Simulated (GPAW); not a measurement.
**SrTiO3 (Tausonite): G0W0 with GPAW, start to end**

How does a plane-wave GW calculation on SrTiO3 (Tausonite) run from the first input to the gap?

Main program and level: GPAW 26.7.0; PBE and many-body steps on it, plane waves.

**What was measured.**

- Gap 3.77 eV: direct gap (M0 critical point); spectroscopic ellipsometry, second-derivative fit; 300 K; bulk crystal (commercial single crystal) (“Optical probe of ferroelectric order in bulk and thin film perovskite titanates”, 2013, arxiv:1309.1245).

Report form: the programs' logs are mostly left out.

**1. Starting point**

It takes space group Pm-3m (No. 221, cubic). Conventional cell: a = 3.905 Å, b = 3.905 Å, c = 3.905 Å, α = 90.00°, β = 90.00°, γ = 90.00°. Sr has 12 O at 2.76 Å nearest. Nearest to Ti lie 6 O at 1.95 Å. O has 2 Ti at 1.95 Å and 4 Sr at 2.76 Å nearest. Farther neighbours and most contacts between anions are not listed.

The cell and positions come from the Crystallography Open Database and are kept as given unless a step says otherwise.

**2. Ground state**

This step: GPAW 26.7.0; DFT, PBE, plane waves, PAW.

The ground-state density comes first.

run.py reads:

```python
import json
import numpy as np
from gpaw.mpi import world
from ase import Atoms
from gpaw import GPAW, PW, FermiDirac

atoms = Atoms(['Sr', 'Ti', 'O', 'O', 'O'],
    cell=[[3.9052800000, 0.0000000000, 0.0000000000],
      [0.0000000000, 3.9052800000, 0.0000000000],
      [0.0000000000, 0.0000000000, 3.9052800000]],
    scaled_positions=[[0.5000000000, 0.5000000000, 0.5000000000],
      [0.0000000000, 0.0000000000, 0.0000000000],
      [0.5000000000, 0.0000000000, 0.0000000000],
      [0.0000000000, 0.5000000000, 0.0000000000],
      [0.0000000000, 0.0000000000, 0.5000000000]],
    pbc=(True, True, True))
calc = GPAW(mode=PW(600),
    xc='PBE',
    kpts={'size': (6, 6, 6), 'gamma': True},
    occupations=FermiDirac(0.001),
    nbands=-8,
    convergence={'density': 1e-6, 'bands': -3},
    maxiter=100,
    txt='gs.txt')
atoms.calc = calc
res = {'energy': atoms.get_potential_energy()}
kpts = calc.get_ibz_k_points()
res['kpts'] = kpts
res['eigenvalues'] = [calc.get_eigenvalues(kpt=k) for k in range(len(kpts))]
res['n_electrons'] = calc.get_number_of_electrons()
calc.write('gs.gpw')

if world.rank == 0:
    with open('result.json', 'w') as f:
        json.dump(res, f, default=lambda x: x.tolist())
```

Run with:

```console
> mpirun -n 4 gpaw python run.py
```

Run time: 11 s. Hardware: 4 MPI ranks of Arm Neoverse V1, shared host; peak memory 0.74 GiB.

This step gave:

- total energy: -39.34 eV
- gap: 1.901 eV
- k of the valence top: 0.5, 0.5, 0.5
- k of the conduction bottom: 0, 0, 0
- least direct gap: 2.250 eV

The gap is indirect, with the least direct gap 0.35 eV higher.

**3. Bands along the symmetry lines**

The cheap functional maps the bands first; the places of the edges decide which points the dearer methods must see.

run.py reads:

```python
import json
import numpy as np
from gpaw.mpi import world
from gpaw import GPAW

path = [[0.000000, 0.000000, 0.000000],
    [0.000000, 0.062500, 0.000000],
    [0.000000, 0.125000, 0.000000],
    [0.000000, 0.187500, 0.000000],
    [0.000000, 0.250000, 0.000000],
    [0.000000, 0.312500, 0.000000],
    [0.000000, 0.375000, 0.000000],
    [0.000000, 0.437500, 0.000000],
    [0.000000, 0.500000, 0.000000],
    [0.062500, 0.500000, 0.000000],
    [0.125000, 0.500000, 0.000000],
    [0.187500, 0.500000, 0.000000],
    [0.250000, 0.500000, 0.000000],
    [0.312500, 0.500000, 0.000000],
    [0.375000, 0.500000, 0.000000],
    [0.437500, 0.500000, 0.000000],
    [0.500000, 0.500000, 0.000000],
    [0.437500, 0.437500, 0.000000],
    [0.375000, 0.375000, 0.000000],
    [0.312500, 0.312500, 0.000000],
    [0.250000, 0.250000, 0.000000],
    [0.187500, 0.187500, 0.000000],
    [0.125000, 0.125000, 0.000000],
    [0.062500, 0.062500, 0.000000],
    [0.000000, 0.000000, 0.000000],
    [0.062500, 0.062500, 0.062500],
    [0.125000, 0.125000, 0.125000],
    [0.187500, 0.187500, 0.187500],
    [0.250000, 0.250000, 0.250000],
    [0.312500, 0.312500, 0.312500],
    [0.375000, 0.375000, 0.375000],
    [0.437500, 0.437500, 0.437500],
    [0.500000, 0.500000, 0.500000],
    [0.437500, 0.500000, 0.437500],
    [0.375000, 0.500000, 0.375000],
    [0.312500, 0.500000, 0.312500],
    [0.250000, 0.500000, 0.250000],
    [0.187500, 0.500000, 0.187500],
    [0.125000, 0.500000, 0.125000],
    [0.062500, 0.500000, 0.062500],
    [0.000000, 0.500000, 0.000000],
    [0.500000, 0.500000, 0.500000],
    [0.500000, 0.500000, 0.437500],
    [0.500000, 0.500000, 0.375000],
    [0.500000, 0.500000, 0.312500],
    [0.500000, 0.500000, 0.250000],
    [0.500000, 0.500000, 0.187500],
    [0.500000, 0.500000, 0.125000],
    [0.500000, 0.500000, 0.062500],
    [0.500000, 0.500000, 0.000000]]
calc = GPAW('gs.gpw').fixed_density(kpts=path,
    symmetry='off',
    nbands=30,
    convergence={'bands': 26},
    txt='bands.txt')
res = {}
kpts = calc.get_ibz_k_points()
res['kpts'] = kpts
res['eigenvalues'] = [calc.get_eigenvalues(kpt=k) for k in range(len(kpts))]
res['n_electrons'] = calc.get_number_of_electrons()

if world.rank == 0:
    with open('result.json', 'w') as f:
        json.dump(res, f, default=lambda x: x.tolist())
```

Run with:

```console
> mpirun -n 4 gpaw python run.py
```

The job ended after 14 s (4 MPI ranks; peak memory 0.82 GiB; 58 s of CPU time).

This step gave:

```yaml
gap: 1.901 eV
k_of_the_valence_top: 0.5, 0.5, 0.5
k_of_the_conduction_bottom: 0, 0, 0
least_direct_gap: 2.250 eV
```

The gap is 1.901 eV, as in the run before at this level.

The electronic bands at the labelled points (eV, zero at the top of the highest filled band):

```
    point  band 17  band 18  band 19  band 20  band 21  band 22  band 23  band 24
        Γ    -1.17    -0.35    -0.35    -0.35     1.90     1.90     1.90     4.36
  halfway    -1.66    -1.60    -0.59    -0.59     1.98     2.96     2.96     4.37
        X    -2.34    -1.96    -0.72    -0.72     2.06     3.82     3.82     4.37
  halfway    -1.87    -1.46    -1.31    -0.64     3.02     3.83     3.95     5.11
        M    -1.71    -1.56    -1.56    -0.08     3.83     3.83     4.29     5.34
  halfway    -1.69    -1.36    -1.05    -0.73     2.91     3.06     3.33     4.99
        Γ    -1.17    -0.35    -0.35    -0.35     1.90     1.90     1.90     4.36
  halfway    -2.78    -0.92    -0.92    -0.62     3.39     3.44     3.44     6.52
        R    -3.72     0.00     0.00     0.00     4.51     4.51     4.51     6.99
  halfway    -2.71    -0.94    -0.80    -0.52     3.52     4.02     4.04     6.48
        X    -2.34    -1.96    -0.72    -0.72     2.06     3.82     3.82     4.37
jump to R    -3.72     0.00     0.00     0.00     4.51     4.51     4.51     6.99
  halfway    -3.14    -0.66    -0.66    -0.04     4.11     4.11     4.40     6.81
        M    -1.71    -1.56    -1.56    -0.08     3.83     3.83     4.29     5.34
```

**4. Empty states on the mesh, 4×4×4 mesh, 895 bands**

The sums over transitions need many empty states on a uniform mesh; this step solves for them.

run.py reads:

```python
import json
import numpy as np
from gpaw.mpi import world
from gpaw import GPAW

calc = GPAW('gs.gpw').fixed_density(kpts={'size': (4, 4, 4), 'gamma': True},
    parallel={'domain': 1, 'band': 1},
    txt='nscf.txt')
calc.diagonalize_full_hamiltonian(nbands=895)
calc.write('full.gpw', mode='all')
res = {}
kpts = calc.get_ibz_k_points()
res['kpts'] = kpts
res['eigenvalues'] = [calc.get_eigenvalues(kpt=k) for k in range(len(kpts))]
res['n_electrons'] = calc.get_number_of_electrons()

if world.rank == 0:
    with open('result.json', 'w') as f:
        json.dump(res, f, default=lambda x: x.tolist())
```

Run with:

```console
> mpirun -n 4 gpaw python run.py
```

It took 43 s on 4 MPI ranks; peak memory 2.1 GiB; 2.8 min of CPU time.

This step gave:

| Item | Value |
| --- | --- |
| gap | 1.901 eV |
| k of the valence top | 0.5, 0.5, 0.5 |
| k of the conduction bottom | 0, 0, 0 |
| least direct gap | 2.250 eV |
| k points computed | 10 |
| lowest point of the top converged band, above the valence top | 328.9033 eV |

On this mesh the gap is 1.901 eV.

**5. Screening and self-energy, 4×4×4 mesh, 411 bands, screening to 210 eV**

Now the one-shot GW correction: screening in the RPA, then the self-energy of the levels asked for.

This step: G0W0 on PBE, plane waves, PAW.

run.py reads:

```python
import json
import numpy as np
from gpaw.mpi import world
from gpaw.response.g0w0 import G0W0

gw = G0W0('full.gpw',
    filename='gw',
    kpts=[0, 9],
    bands=(18, 22),
    ecut=210,
    nbands=411,
    integrate_gamma='WS',
    ppa=True)
gw.calculate()
res = {mode: {k: v for k, v in r.items() if k != 'sigma_eskwn'}
       for mode, r in gw.all_results.items()}

if world.rank == 0:
    with open('result.json', 'w') as f:
        json.dump(res, f, default=lambda x: x.tolist())
```

Run with:

```console
> mpirun -n 4 gpaw python run.py
```

It took 6.8 min on 4 MPI ranks; peak memory 2 GiB.

Numbers from this step:

| Item | Value |
| --- | --- |
| G0W0 gap on the points computed | 3.895 eV |
| least direct G0W0 gap on the computed points | 4.236 eV |
| Z at the valence top | 0.7567 |
| Z at the conduction bottom | 0.7713 |
| starting gap on the mesh | 1.901 eV |
| k of the valence top | 0.5, 0.5, 0.5 |
| k of the conduction bottom | 0, 0, 0 |

The gap on the mesh goes from 1.90 eV to 3.90 eV, a correction of +1.99 eV.

Limits: finite bands, cutoff and mesh; no spin-orbit coupling; coarse k mesh. v1 is the top filled band, c1 the lowest empty one. The levels before and after the correction (eV, zero at the valence-band top of each column):

```
           conduction bottom  valence top
Kohn-Sham               1.90         0.00
     G0W0               3.90         0.00
```

```
                         level  energy (eV)
Kohn-Sham              Γ v2-v1       -0.349
Kohn-Sham              Γ c1-c2        1.901
Kohn-Sham  (0.5 0.5 0.5) v2-v1        0.000
Kohn-Sham  (0.5 0.5 0.5) c1-c2        4.506
     G0W0              Γ v2-v1       -0.341
     G0W0              Γ c1-c2        3.895
     G0W0  (0.5 0.5 0.5) v2-v1        0.000
     G0W0  (0.5 0.5 0.5) c1-c2        6.708
```

**6. Where the time went**

Times are wall times on 4 MPI ranks of Arm Neoverse V1, shared host, good to a factor of about two.

```
                          step     time  share  memory (GiB)
                  ground state     11 s    2 %          0.74
bands along the symmetry lines     14 s    3 %          0.82
      empty states on the mesh     43 s    9 %           2.1
     screening and self-energy  6.8 min   86 %           2.0
```

**7. Summary of results**

```yaml
pbe_gap: 1.90 eV, indirect
g0w0_gap_on_the_mesh: 3.90 eV
gw_settings: 4×4×4 mesh, 411 bands, screening to 210 eV, Godby-Needs plasmon pole
known_limits: not at the basis limit; no spin-orbit coupling; coarse k mesh
```

G0W0 moves the gap on the mesh from 1.90 eV to 3.90 eV (+1.99 eV), with Z of 0.76 and 0.77 at the edges. Only 2 of the mesh's irreducible points were corrected, so a valley elsewhere could overtake. The dearest step here is «screening and self-energy». Against experiment, by G0W0@PBE: the direct gap of 4.24 eV lies +0.47 eV from the measured 3.77 eV (direct, 300 K, 2013). An exciton line or allowed optical edge lies below the quasiparticle gap by the binding energy; a forbidden edge can push the onset above it. The calculation has static nuclei and no excitons; a measured gap holds zero-point and thermal motion, which mostly lowers it. Bands and cutoff are finite, so the gap is not at the basis limit. The miss can reach some tenths of an eV and take either sign; the mesh is an error of its own. These stock PAW sets were not made for GW. In the G0W0 run levels were corrected at 2 k points alone, so a gap called «on the mesh» is the least over those, and an edge elsewhere would be missed. The 4×4×4 mesh is coarse for this cell, which bears on the long-range parts of exchange and screening. This is the ideal cubic cell; many perovskites, halides above all, are cubic only on average, and local tilts or off-centring can widen the gap. The many-body steps are scalar-relativistic: spin-orbit coupling is not in them.

[Paths, hosts, dates, memory and timing lines, banners, echoed tables and standing remarks are left out of the program output.]

[Logs are printed without paths, hosts, clocks, repeated set-up lines and the standing remarks that a program may print on its own settings, such as how far it seeks lower states.]

[Runs of the session that timed out or met a known fault of the program may be left out.]

[Hosts, paths, dates, database ids (printed as entryN), source tags and the programs' standing remarks are cut or masked in the printed files.]
